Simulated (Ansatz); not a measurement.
**Phonons of AlNi (Pm-3m) against volume**

Aim: how do the optical modes of AlNi (Pm-3m) move with volume?

Method: DFT PBEsol, scalar-relativistic, plane waves, PAW; PAW set soft_1, in Ansatz 0.2.0.

Most raw output is cut from this account.

The database entry behind the starting cell differs from later determinations by our own check (about 0.2 % short), so it need not match the best structure at ambient conditions.

## Step 1: The starting structure

The structure is cubic, space group Pm-3m (No. 221). The conventional cell has a = 2.881 Å, b = 2.881 Å, c = 2.881 Å, α = 90.00°, β = 90.00°, γ = 90.00°. Nearest to Al lie 8 Ni at 2.50 Å. Ni has 8 Al at 2.50 Å nearest. Farther neighbours are not listed.

Structure file:

```cif
data_structure
_symmetry_space_group_name_H-M 'Pm-3m'
_symmetry_Int_Tables_number 221
_cell_length_a 2.8810
_cell_length_b 2.8810
_cell_length_c 2.8810
_cell_angle_alpha 90.000
_cell_angle_beta 90.000
_cell_angle_gamma 90.000
_cell_volume 23.91
loop_
_atom_site_label
_atom_site_type_symbol
_atom_site_symmetry_multiplicity
_atom_site_Wyckoff_symbol
_atom_site_fract_x
_atom_site_fract_y
_atom_site_fract_z
_atom_site_occupancy
Al1 Al 1 a 0.00000 0.00000 0.00000 1
Ni1 Ni 1 b 0.50000 0.50000 0.50000 1
```

## Step 2: Bringing the structure to rest

Harmonic phonons are second derivatives at a point where the forces vanish, and they are wanted at zero stress, so atoms and cell are relaxed first.

input.yaml reads:

```yaml
crystal:
  lattice:
    - [2.881, 0.0, 0.0]
    - [0.0, 2.881, 0.0]
    - [0.0, 0.0, 2.881]
  atoms:
    - { symbol: Al, position: [0.0, 0.0, 0.0] }
    - { symbol: Ni, position: [0.5, 0.5, 0.5] }
kpoints:
  mp_grid: { grid: [14, 14, 14] }
hamiltonian:
  xc: pbesol
  pseudopotentials: { kind: paw, azcp: { folder: soft_1 }, xc_functional: pbe }
scf:
  occupations: { method: gaussian, width: 0.1 }
output:
  forces: true
  stress: true
  eigenvalues: true
  write_density: true
  write_potential: true
  elf: true
  volumetric_format: npy
relax:
  adjacent_minimum: "off"
  f_tol: 0.005
  max_steps: 80
  cell: { stress_tol: 0.05 }
```

Launch:

```console
> ansatz run input.yaml --threads 4 --pin off --max-ram 10240MiB --backend cpu --events-out ev --progress --plain --runs-dir out
```

Elapsed: 5 s, on 4 threads of Arm Neoverse N1, shared host; peak memory 0.34 GiB.

This run has no spin polarisation, although Ni can carry a moment.

The steps of the relaxation:

```
step  energy less that of the first step (eV)  largest force component (eV/Å)  pressure (GPa)  volume (Å³)
   1                                   0.0000                          0.0000           -3.28        23.91
   2                                  -0.0042                          0.0000           -1.31        23.63
   3                                  -0.0050                          0.0000            0.04        23.44
  4*                                  -0.0049                          0.0000            0.04        23.44
```

Relaxation steps marked * repeat the geometry before them on a plane-wave basis chosen anew for their cell, so energy and pressure can jump there.

The run keeps the 48 symmetry operations that it works with, so distortions that break them were not tested.

| conventional cell, symmetrised | before | after | change |
| --- | --- | --- | --- |
| a (Å) | 2.881 | 2.862 | -0.7 % |
| b (Å) | 2.881 | 2.862 | -0.7 % |
| c (Å) | 2.881 | 2.862 | -0.7 % |
| volume (Å³/atom) | 11.96 | 11.72 | -2.0 % |

Final coordinates:

```xyz
2
Lattice="2.8618 0.0000 0.0000 0.0000 2.8618 0.0000 0.0000 0.0000 2.8618" Properties=species:S:1:pos:R:3 pbc="T T T"
Al    0.0000    0.0000    0.0000
Ni    1.4309    1.4309    1.4309
```

This step gave:

```yaml
pressure: 0.04175 GPa
volume_per_atom: 11.72 Å³
gap_on_the_k_mesh: 0 eV
```

Valence density in the ac plane at fractional y = 0.000, with atoms of Al within 0.2 Å of it. It is the smooth field of the valence electrons, not physical close to the nuclei.

Ten even steps from '_' (0.05 e/Å³) to '@' (0.25 e/Å³):
```
____..==##@@@@%%%%@@@@##==..__
....--**%%@@@@%%%%@@@@%%**--..
====**%%@@@@@@@@@@@@@@@@%%**==
####%%@@@@@@@@@@@@@@@@@@@@%%##
%%@@@@@@@@@@@@@@@@@@@@@@@@@@@@
%%@@@@@@@@@@@@@@@@@@@@@@@@@@@@
%%%%%%@@@@@@@@@@@@@@@@@@@@%%%%
%%%%%%@@@@@@@@@@@@@@@@@@@@%%%%
%%@@@@@@@@@@@@@@@@@@@@@@@@@@@@
%%@@@@@@@@@@@@@@@@@@@@@@@@@@@@
####%%@@@@@@@@@@@@@@@@@@@@%%##
====**%%@@@@@@@@@@@@@@@@%%**==
....--**%%@@@@%%%%@@@@%%**--..
____..==##@@@@%%%%@@@@##==..__
____..==##%%%%%%%%%%%%##==..__
```
Columns run along a (2.9 Å), rows up along c (2.9 Å). Atoms in or near the plane, at fractional coordinates: Al at (0.00, 0.00).

Electrostatic potential energy in the ac plane at fractional y = 0.000, with atoms of Al within 0.2 Å of it. With pseudopotentials it is smooth inside the atoms' cores, unlike the true potential.

Values in eV, 15 rows by 15 columns:
```
26 26 10 -1 -3  5 11 13 13 11  5 -3 -1 10 26
14 10  3 -3 -1  8 12 14 14 12  8 -1 -3  3 10
 1 -1 -3 -2  4 10 13 14 14 13 10  4 -2 -3 -1
-3 -3 -1  4  9 12 14 15 15 14 12  9  4 -1 -3
 4  5  8 10 12 14 15 15 15 15 14 12 10  8  5
11 11 12 13 14 15 15 16 16 15 15 14 13 12 11
13 13 14 14 15 15 16 16 16 16 15 15 14 14 13
13 13 14 14 15 15 16 16 16 16 15 15 14 14 13
11 11 12 13 14 15 15 16 16 15 15 14 13 12 11
 4  5  8 10 12 14 15 15 15 15 14 12 10  8  5
-3 -3 -1  4  9 12 14 15 15 14 12  9  4 -1 -3
 1 -1 -3 -2  4 10 13 14 14 13 10  4 -2 -3 -1
14 10  3 -3 -1  8 12 14 14 12  8 -1 -3  3 10
26 26 10 -1 -3  5 11 13 13 11  5 -3 -1 10 26
26 26 14  1 -3  4 11 13 13 11  4 -3  1 14 26
```
Columns run along a (2.9 Å; values clipped at the 3rd and 97th percentile), rows up along c (2.9 Å). Atoms in or near the plane, at fractional coordinates: Al at (0.00, 0.00).

ELF in the ac plane at fractional y = 0.000, with atoms of Al within 0.2 Å of it. It is the smooth field of the valence electrons, not physical close to the nuclei.

Ten even steps from '0' (0.00) to '9' (0.69):
```
200146777764100
000357777775300
113577766777531
345777666677754
667776655667776
777766555566777
777665544556677
777665544556677
777766555566777
667776655667776
345777666677754
113577766777531
000357777775300
200146777764100
920136777763102
```
Columns run along a (2.9 Å), rows up along c (2.9 Å). Atoms in or near the plane, at fractional coordinates: Al at (0.00, 0.00).

In this step the volume went from 11.96 to 11.72 Å³/atom.

## Step 3: Tight relaxation

Phonons need small forces and stress, so the relaxation is finished with tight tolerances on 16×16×16 k points.

input.yaml reads:

```yaml
crystal:
  lattice:
    - [2.8618020449, 0.0, 0.0]
    - [0.0, 2.8618020449, 0.0]
    - [0.0, 0.0, 2.8618020449]
  atoms:
    - { symbol: Al, position: [0.0, 0.0, 0.0] }
    - { symbol: Ni, position: [0.5, 0.5, 0.5] }
kpoints:
  mp_grid: { grid: [16, 16, 16] }
hamiltonian:
  xc: pbesol
  pseudopotentials: { kind: paw, azcp: { folder: soft_1 }, xc_functional: pbe }
scf:
  occupations: { method: methfessel_paxton, width: 0.2 }
output:
  forces: true
  stress: true
  eigenvalues: true
relax:
  adjacent_minimum: "off"
  f_tol: 0.001
  max_steps: 60
  cell: { stress_tol: 0.01 }
```

Wall time 4.3 s (4 threads); peak memory 0.36 GiB.

Little changed from the start: no atom moved by 0.005 Å and no cell edge by 0.1 %.

This step gave:

```yaml
pressure: -0.008878 GPa
```

The forces vanish by symmetry and the pressure is -0.009 GPa, within the tolerances set. The cell now holds 11.72 Å³/atom.

## Step 4: Zone-centre response at rest

The force constants come from the linear response of the density to a displacement.

The modes at rest are the reference of the series.

input.yaml, the sections that differ from step 3:

```yaml
crystal:
  lattice:
    - [2.8617390874, 0.0, 0.0]
    - [0.0, 2.8617390874, 0.0]
    - [0.0, 0.0, 2.8617390874]
  atoms:
    - { symbol: Al, position: [0.0, 0.0, 0.0] }
    - { symbol: Ni, position: [0.5, 0.5, 0.5] }
output:
  eigenvalues: true
phonons:
  method: dfpt
# kpoints, hamiltonian, scf: as in step 3
# relax: removed
```

Wall time 16 s (4 threads); peak memory 0.68 GiB; 59 s of CPU time.

Numbers from this step:

* sum-rule residual before enforcement: 1.07e-5 eV/Å²
* point group: m-3m
* highest optical mode at the zone centre (no LO-TO term): 302.1 cm⁻¹
* lowest optical zone-centre mode: 302.1 cm⁻¹

Patterns of degenerate modes are one choice out of their space. Modes at Γ, with each element's share of the kinetic energy:

```
mode  frequency (cm⁻¹)  symmetry  Al %  Ni %
   1               0.0  acoustic    31    69
   2               0.0  acoustic    31    69
   3               0.0  acoustic    31    69
   4             302.1       T1u    69    31
   5             302.1       T1u    69    31
   6             302.1       T1u    69    31
```

Displacements in mode 5 (302.1 cm⁻¹), the largest set to 1:
```
Al1  0.00  1.00  0.73
Ni2  0.00 -0.46 -0.34
```

Before it was imposed, the acoustic sum rule was missed by 1.1e-5 eV/Å². Small misses are needed for a sound result but don't prove that mesh and cutoff are converged. The lowest optical mode is real, 302 cm⁻¹.

## Step 5: Ground state of a member: 1.06 times the volume at rest

The cell is set to 1.06 times the volume at rest; symmetry leaves nothing else free, so this is a single point.

input.yaml, the sections that differ from step 4:

```yaml
crystal:
  lattice:
    - [2.917865868, 0.0, 0.0]
    - [0.0, 2.917865868, 0.0]
    - [0.0, 0.0, 2.917865868]
  atoms:
    - { symbol: Al, position: [0.0, 0.0, 0.0] }
    - { symbol: Ni, position: [0.5, 0.5, 0.5] }
output:
  forces: true
  stress: true
  eigenvalues: true
# kpoints, hamiltonian, scf: as in step 4
# phonons: removed
```

The job ended after 1.6 s (4 threads; peak memory 0.34 GiB; 5.5 s of CPU time).

Numbers from this step:

* pressure: -8.894 GPa
* volume per atom: 12.42 Å³

The forces vanish by symmetry, at a pressure of -8.89 GPa.

## Step 6: Zone-centre modes of the member: 1.06 times the volume at rest

The zone-centre modes follow for 1.06 times the volume at rest.

Changes to input.yaml since step 5:

```diff
@@ -16,4 +16,4 @@
 output:
-  forces: true
-  stress: true
   eigenvalues: true
+phonons:
+  method: dfpt
```

It took 16 s on 4 threads; peak memory 0.68 GiB.

Numbers from this step:

| Item | Value |
| --- | --- |
| sum-rule residual before enforcement | 8.77e-6 eV/Å² |
| highest optical mode at the zone centre (no LO-TO term) | 267.7 cm⁻¹ |
| lowest optical zone-centre mode | 267.7 cm⁻¹ |

Patterns of degenerate modes are one choice out of their space. The modes at Γ (shares of kinetic energy by element, %):

| mode | frequency (cm⁻¹) | symmetry | Al % | Ni % |
| --- | --- | --- | --- | --- |
| 1 | 0.0 | acoustic | 31 | 69 |
| 2 | 0.0 | acoustic | 31 | 69 |
| 3 | 0.0 | acoustic | 31 | 69 |
| 4 | 267.7 | T1u | 69 | 31 |
| 5 | 267.7 | T1u | 69 | 31 |
| 6 | 267.7 | T1u | 69 | 31 |

The optical mode lies at 267.7 cm⁻¹.

Between step 4 and this run (volume ratio 1.06) the value for the highest optical mode at the zone centre (no LO-TO term) moves from 302 cm⁻¹ to 268 cm⁻¹ (-11 %).

## Step 7: Ground state of a member: 0.9 times the volume at rest

The cell is set to 0.9 times the volume at rest; symmetry leaves nothing else free, so this is a single point.

input.yaml, the sections that differ from step 6:

```yaml
crystal:
  lattice:
    - [2.7629787104, 0.0, 0.0]
    - [0.0, 2.7629787104, 0.0]
    - [0.0, 0.0, 2.7629787104]
  atoms:
    - { symbol: Al, position: [0.0, 0.0, 0.0] }
    - { symbol: Ni, position: [0.5, 0.5, 0.5] }
output:
  forces: true
  stress: true
  eigenvalues: true
# kpoints, hamiltonian, scf: as in step 6
# phonons: removed
```

It took 1.6 s on 4 threads; peak memory 0.33 GiB.

This step gave:

```yaml
pressure: 22.90 GPa
volume_per_atom: 10.55 Å³
```

The forces vanish by symmetry, at a pressure of 22.90 GPa.

## Step 8: Modes of this member: 0.9 times the volume at rest

The zone-centre modes follow for 0.9 times the volume at rest.

Changes to input.yaml since step 7:

```diff
@@ -16,4 +16,4 @@
 output:
-  forces: true
-  stress: true
   eigenvalues: true
+phonons:
+  method: dfpt
```

It took 15 s on 4 threads; peak memory 0.64 GiB; 55 s of CPU time.

This step gave:

```yaml
sum_rule_residual_before_enforcement: 5.84e-6 eV/Å²
highest_optical_mode_at_the_zone_centre_no_lo_to_term: 366.5 cm⁻¹
lowest_optical_zone_centre_mode: 366.5 cm⁻¹
```

Patterns of degenerate modes are one choice out of their space. The modes at Γ (shares of kinetic energy by element, %):

```csv
mode,frequency (cm⁻¹),symmetry,Al %,Ni %
1,0.0,acoustic,31,69
2,0.0,acoustic,31,69
3,0.0,acoustic,31,69
4,366.5,T1u,69,31
5,366.5,T1u,69,31
6,366.5,T1u,69,31
```

The optical mode lies at 366.5 cm⁻¹.

For the highest optical mode at the zone centre (no LO-TO term), step 4 gave 302 cm⁻¹; this run, with volume ratio 0.9, gives 367 cm⁻¹ (+21 %).

## Step 9: The series together

The members are set side by side, also those not shown above.

Each row is one cell with its response, relaxed at fixed volume as far as symmetry leaves anything free; energies are extrapolated to zero smearing, and E0 is that at rest; shape and atoms are relaxed in each cell where symmetry leaves them free; all runs use 16×16×16 k points and Methfessel-Paxton smearing of 0.2 eV. State of the crystal along the series:

| volume ratio | V (Å³/atom) | pressure (GPa) | E - E0 (meV/atom) |
| --- | --- | --- | --- |
| 0.9 | 10.55 | 22.9 | 76.25 |
| 0.92 | 10.78 | 17.28 | 46.93 |
| 0.94 | 11.02 | 12.24 | 25.41 |
| 0.96 | 11.25 | 7.712 | 10.87 |
| 0.98 | 11.48 | 3.646 | 2.614 |
| 0.99 | 11.6 | 1.77 | 0.6387 |
| 1 | 11.72 | -0.008878 | 0 |
| 1.02 | 11.95 | -3.291 | 2.458 |
| 1.04 | 12.19 | -6.242 | 9.466 |
| 1.06 | 12.42 | -8.894 | 20.57 |

Each mode is tracked from rest by its pattern, and modes that stay within 0.3 cm⁻¹ of each other stand once; shape and atoms are relaxed in each cell where symmetry leaves them free; all runs use 16×16×16 k points and Methfessel-Paxton smearing of 0.2 eV. Optical modes along the series:

```csv
V (Å³/atom),mode 4 T1u (cm⁻¹)
10.55,366.5
10.78,352.8
11.02,339.5
11.25,326.7
11.48,314.2
11.6,308.1
11.72,302.1
11.95,290.3
12.19,278.9
12.42,267.7
```

From cubic fits (parabolas where under five rows exist) of ln ω and P against ln V through the rows within about 4 % of rest: γ = −d ln ω / d ln V and dω/dP = γ ω / B. Slopes at rest:

```csv
mode,fitted frequency at rest (cm⁻¹),Grüneisen parameter γ,dω/dP (cm⁻¹/GPa)
mode 4 T1u,302.1,1.97,3.45
```

## Step 10: Summary of results

| Quantity | Value |
| --- | --- |
| members | 10 |
| highest optical mode at the zone centre (no LO-TO term), at rest | 302.1 cm⁻¹ |
| bulk modulus at rest | 173 GPa |
| mode 4 T1u, γ | 1.97 |

The series spans -8.9 to 22.9 GPa, and the slope at rest gives a bulk modulus of 173 GPa. The optical mode has γ = 1.97 and moves by 3.5 cm⁻¹ for each GPa. One k mesh and one cutoff serve the ground states and modes of all volumes. These are harmonic frequencies at zero temperature: anharmonic shifts, linewidths and thermal expansion are left out. With no gap, or one that is small against the smearing, the frequencies hang on the k mesh and the smearing, most of all near Kohn anomalies. The runs are without spin polarisation, although the cell has an odd electron count. The PAW files were made for PBE; the program adapts parts of them to the functional of the run, but their partial waves stay those of PBE, an approximation that was not tested in this session. Only the zone centre was solved, so an instability at another wavevector cannot show here.

[Logs are printed without paths, hosts, clocks, repeated set-up lines and the standing remarks that a program may print on its own settings, such as how far it seeks lower states.]

[Hosts, paths, dates, database ids (printed as entryN), source tags and the programs' standing remarks are cut or masked in the printed files.]
